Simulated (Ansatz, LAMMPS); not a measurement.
# Site preference of a vacancy of Te in Zn34Te25S9 with crystalline order left by the classical run (68 atoms), part 3 of 3

Aim: make a vacancy of Te at several sites of Zn34Te25S9 with crystalline order left by the classical run (68 atoms), relax each, and compare their energies.

Ansatz 0.2.0; Kohn-Sham DFT, PBE, PAW (set soft_1), plane waves.

The cell: 34 Zn, 25 Te and 9 S. The quench rate of 5 K/ps far exceeds what a furnace or splat quench reaches. The starting topology of bonds comes from the classical model. Sampling is at Γ alone, for a cell whose shortest periodic width is 12 Å. The levels lack spin–orbit coupling.

So far. Step 8 (Vacancy of Te, site Te40): The relaxation converged after 21 steps, 0.698 eV below its start, with a largest force component of 0.017 eV/Å.

## Step 9: Vacancy of Te, site Te54

The site has 4 bonded neighbours (Zn4) at 2.71 Å on average. 

Contents of input.yaml:

```yaml
crystal:
  lattice:
    - [12.398, 0.0, 0.0]
    - [0.0, 12.398, 0.0]
    - [0.0, 0.0, 12.398]
  atoms:
    [... atom lines 1 to 50 left out ...]
    - { symbol: Te, position: [0.79157, 0.88717, 0.30071] }
    - { symbol: Te, position: [0.56621, 0.63392, 0.42181] }
    - { symbol: Te, position: [0.1679, 0.81825, 0.18709] }
    - { symbol: Te, position: [0.31049, 0.50889, 0.23295] }
    - { symbol: Te, position: [0.10188, 0.0084, 0.45275] }
    - { symbol: Te, position: [0.8281, 0.76362, 0.6035] }
    - { symbol: Te, position: [0.71411, 0.93469, 0.86788] }
    [... atom lines 58 to 67 left out ...]
kpoints:
  mp_grid: { grid: [1, 1, 1] }
hamiltonian:
  xc: pbe
  pseudopotentials: { kind: paw, azcp: { folder: soft_1 } }
scf:
  occupations: { method: gaussian, width: 0.05 }
output:
  forces: true
  eigenvalues: true
relax:
  f_tol: 0.05
  max_steps: 90
```

Run with:

```sh
ansatz run input.yaml --threads 4 --pin off --max-ram 15872MiB --backend cpu --events-out ev --progress --plain --runs-dir out
```

Numbers of over 12 decimals in the logs are rounded to 6 here.

The program printed:

```text
[...]
Crystal: 67 atoms, lattice volume = 1905.702 Å³
Basis set: ecut = 420 eV, 37385 PW (Γ), exchange–correlation on 180×180×180 points (8 copies of the dense FFT grid, shifted against one another)
Bands: 508, of which v1, the nominal top of the filled ones, is band 423 counted from 1 (422 counted from 0)
Symmetry: 1 space group operations
[...]
k-points: 1
[...]
SCF iter   1: F=—  HF=-288515.170024 eV  |F-HF|=—  |Δ(HF+E_count)|=         —  Δρ=2.92e-2  dr2=1.60e1  ethr=3.10e-3  ⟨swp⟩=6.0  Hψ=2116  notcnv=0  defer=48
[...]
SCF iter   9: F=—  HF=-288512.232391 eV  |F-HF|=—  |Δ(HF+E_count)|=   1.80e-4  Δρ=3.31e-5  dr2=2.31e-5  ethr=1.31e-8  ⟨swp⟩=2.0  Hψ=730  notcnv=0  defer=81
SCF iter  10: F=-288512.232429 eV  HF=-288512.232431 eV  |F-HF|=2.24e-6  |Δ(HF+E_count)|=   4.08e-5  Δρ=1.99e-5  dr2=5.82e-6  ethr=2.73e-9  ⟨swp⟩=17.0  Hψ=2915  notcnv=0
SCF 1 converged in 10 iterations: F = -288512.232429 eV  dr2 = 5.82e-6
[...]
relax step   1: F+E_penalty+E_count = -288512.23242923 eV  Δ(F+E_penalty+E_count) = +0.000e0 eV  max|allowed force component| = 4.284e-1 eV/Å  Δτ_max = 0.0000 Å  (10 SCF iters, dr2 threshold 6.25e-5 eV, accepted)
[...]
relax step   2: F+E_penalty+E_count = -288512.51972218 eV  Δ(F+E_penalty+E_count) = -2.873e-1 eV  max|allowed force component| = 3.407e-1 eV/Å  Δτ_max = 0.1948 Å  (8 SCF iters, dr2 threshold 1.15e-5 eV, accepted)
[...]
relax step   3: F+E_penalty+E_count = -288512.73965346 eV  Δ(F+E_penalty+E_count) = -2.199e-1 eV  max|allowed force component| = 3.195e-1 eV/Å  Δτ_max = 0.1942 Å  (8 SCF iters, dr2 threshold 7.25e-6 eV, accepted)
relax step   4: F+E_penalty+E_count = -288512.94473530 eV  Δ(F+E_penalty+E_count) = -2.051e-1 eV  max|allowed force component| = 2.708e-1 eV/Å  Δτ_max = 0.1953 Å  (7 SCF iters, dr2 threshold 6.45e-5 eV, accepted)
relax step   5: F+E_penalty+E_count = -288513.06519385 eV  Δ(F+E_penalty+E_count) = -1.205e-1 eV  max|allowed force component| = 1.360e-1 eV/Å  Δτ_max = 0.2000 Å  (6 SCF iters, dr2 threshold 5.27e-5 eV, accepted)
relax step   6: F+E_penalty+E_count = -288513.11927105 eV  Δ(F+E_penalty+E_count) = -5.408e-2 eV  max|allowed force component| = 1.258e-1 eV/Å  Δτ_max = 0.1944 Å  (8 SCF iters, dr2 threshold 4.66e-6 eV, accepted)
relax step   7: F+E_penalty+E_count = -288513.11960916 eV  Δ(F+E_penalty+E_count) = -3.381e-4 eV  max|allowed force component| = 9.416e-2 eV/Å  Δτ_max = 0.1336 Å  (7 SCF iters, dr2 threshold 3.99e-6 eV, accepted)
relax step   8: F+E_penalty+E_count = -288513.13238335 eV  Δ(F+E_penalty+E_count) = -1.277e-2 eV  max|allowed force component| = 5.513e-2 eV/Å  Δτ_max = 0.0821 Å  (6 SCF iters, dr2 threshold 4.97e-6 eV, accepted)
[...]
relax step   9: F+E_penalty+E_count = -288513.13285903 eV  Δ(F+E_penalty+E_count) = -4.757e-4 eV  max|allowed force component| = 4.622e-2 eV/Å  Δτ_max = 0.0215 Å  (8 SCF iters, accepted)
SCF converged after 8 iterations
Free energy (F): -288513.132859 eV
[...]
Internal energy: -288513.132859 eV  (E = F + TS)
E sigma→0 (E₀):  -288513.132859 eV
Fermi energy:    6.918372 eV
[...]
Σ components = -288513.132859   (vs F -288513.132859, Δ=0.00e0)
--- Forces (eV/Å), atoms counted from 1 ---
  atom   1  Zn     0.00003234    -0.00074221     0.00106073
  atom   2  Zn     0.00305349     0.00646907    -0.00128664
  atom   3  Zn    -0.00505191    -0.00164010     0.00040922
  atom   4  Zn    -0.00393848     0.00170188     0.00664037
[...]
atom  67  S      0.00147229     0.00153349     0.00261462
  max |Σ_I F_I| component: 8.93e-6 eV/Å
--- Band table (eV) ---
[...]
--- Relaxed structure (9 steps of the walk, 9 accepted, 0 SCFs on fresh bases) ---
  F+E_penalty+E_count = -288513.13285903 eV   max|allowed force component| = 4.622e-2 eV/Å
  atoms:
    - { symbol: Zn, position: [0.390262, 0.625929, 0.570954] }
    - { symbol: Zn, position: [0.689473, 0.241374, 0.454409] }
    - { symbol: Zn, position: [0.413498, 0.484209, 0.843894] }
    - { symbol: Zn, position: [-0.000914709, 0.281605, 0.904972] }
[...]
- { symbol: S, position: [0.528733, 0.760107, 0.113417] }
```

Run time: 2.6 min. Hardware: 4 threads of Intel Xeon Platinum 8488C (Sapphire Rapids), shared host; peak memory 3 GiB.

The relaxation converged after 9 steps, 0.900 eV below its start, with a largest force component of 0.046 eV/Å.

## Step 10: Vacancy of Te, site Te47

The site has 4 bonded neighbours (Zn4) at 2.64 Å on average. 

Input and log are left out; they have the form of those shown for this kind of step.

Wall time 4.5 min (4 threads of Intel Xeon Platinum 8488C (Sapphire Rapids), shared host); peak memory 3 GiB.

The relaxation converged after 15 steps, 1.48 eV below its start, with a largest force component of 0.036 eV/Å.

The surroundings of the place of the removed atom, after relaxation: 10 atoms, nearest first, with positions taken from that point. Atoms keep their numbers of the cell before the removal, where the removed atom was number 47.

| atom | x | y | z | distance (Å) | bonds |
| --- | --- | --- | --- | --- | --- |
| Zn14 | 1.01 | 0.67 | 2.23 | 2.54 | 4 |
| Te45 | -1.86 | 0.91 | 1.54 | 2.58 | 4 |
| Zn7 | -2.49 | -1.13 | -0.08 | 2.74 | 3 |
| S61 | 2.82 | 0.54 | 0.58 | 2.93 | 4 |
| Zn2 | 0.52 | 2.66 | -1.82 | 3.27 | 3 |
| Zn34 | 2.86 | -1.37 | -0.94 | 3.31 | 4 |
| S66 | -2.76 | -1.56 | -2.35 | 3.95 | 4 |
| Zn21 | -2.56 | 3.07 | 0.30 | 4.01 | 3 |
| Te44 | -1.98 | 2.73 | -2.24 | 4.05 | 4 |
| Te58 | 0.69 | -1.62 | 3.67 | 4.06 | 4 |

The column of bonds counts only the pairs Zn-Te within 3.43 Å, Zn-S within 2.93 Å; other neighbours, such as metal atoms beside each other in a compound, aren't counted, and periodic images can show an atom twice.

The largest move is 2.09 Å, by Te45.

## Step 11: The sites compared

All these cells hold the same atoms, so their energies can be compared with no chemical potential.

| site | neighbours | mean distance (Å) | atoms within 6 Å | energy over the best site (eV) | before relaxation (eV) | gain on relaxing (eV) |
| --- | --- | --- | --- | --- | --- | --- |
| Te56 | Zn3 | 2.65 | 31 | 0.00 | 0.00 | 1.09 |
| Te47 | Zn4 | 2.64 | 28 | 0.01 | 0.40 | 1.48 |
| Te43 | Zn4 | 2.77 | 31 | 0.77 | 0.79 | 1.11 |
| Te40 | Zn4 | 2.69 | 29 | 1.16 | 0.77 | 0.70 |
| Te54 | Zn4 | 2.71 | 29 | 1.19 | 1.00 | 0.90 |
| Te42 | Zn4 | 2.73 | 29 | 1.30 | 0.97 | 0.76 |

Neighbours are those of the relaxed host within 3.33 Å (Zn-Te); other pairs aren't counted.

## Step 12: What came out

The cheapest site is Te56 (3 neighbours, Zn3); the dearest, Te42 (4 neighbours, Zn4), costs 1.3 eV more. Te47 lies within 0.02 eV of the cheapest, a tie at this tolerance. By coordination the energies over the best site are 0.00 eV with 3 neighbours and 0.01 to 1.30 eV with 4 neighbours. At Te47 (largest move 2.1 Å) and Te40 (largest move 1.7 Å) other atoms changed place, so the end state is more than the plain defect. Relaxation gains 0.70 to 1.5 eV and leaves the best site the same.

**Limits.** Defects are neutral and interact with their images. In a disordered cell the relaxation can also rearrange atoms far from the site. Only 6 of the 25 Te sites were tried; unless symmetry makes the others alike to these, a cheaper one may exist.

The DFT runs together took 27 min of wall time.

[Logs are printed without paths, hosts, clocks, repeated set-up lines and the standing remarks that a program may print on its own settings, such as how far it seeks lower states.]

[Hosts, paths, dates, database ids (printed as entryN), source tags and the programs' standing remarks are cut or masked in the printed files.]
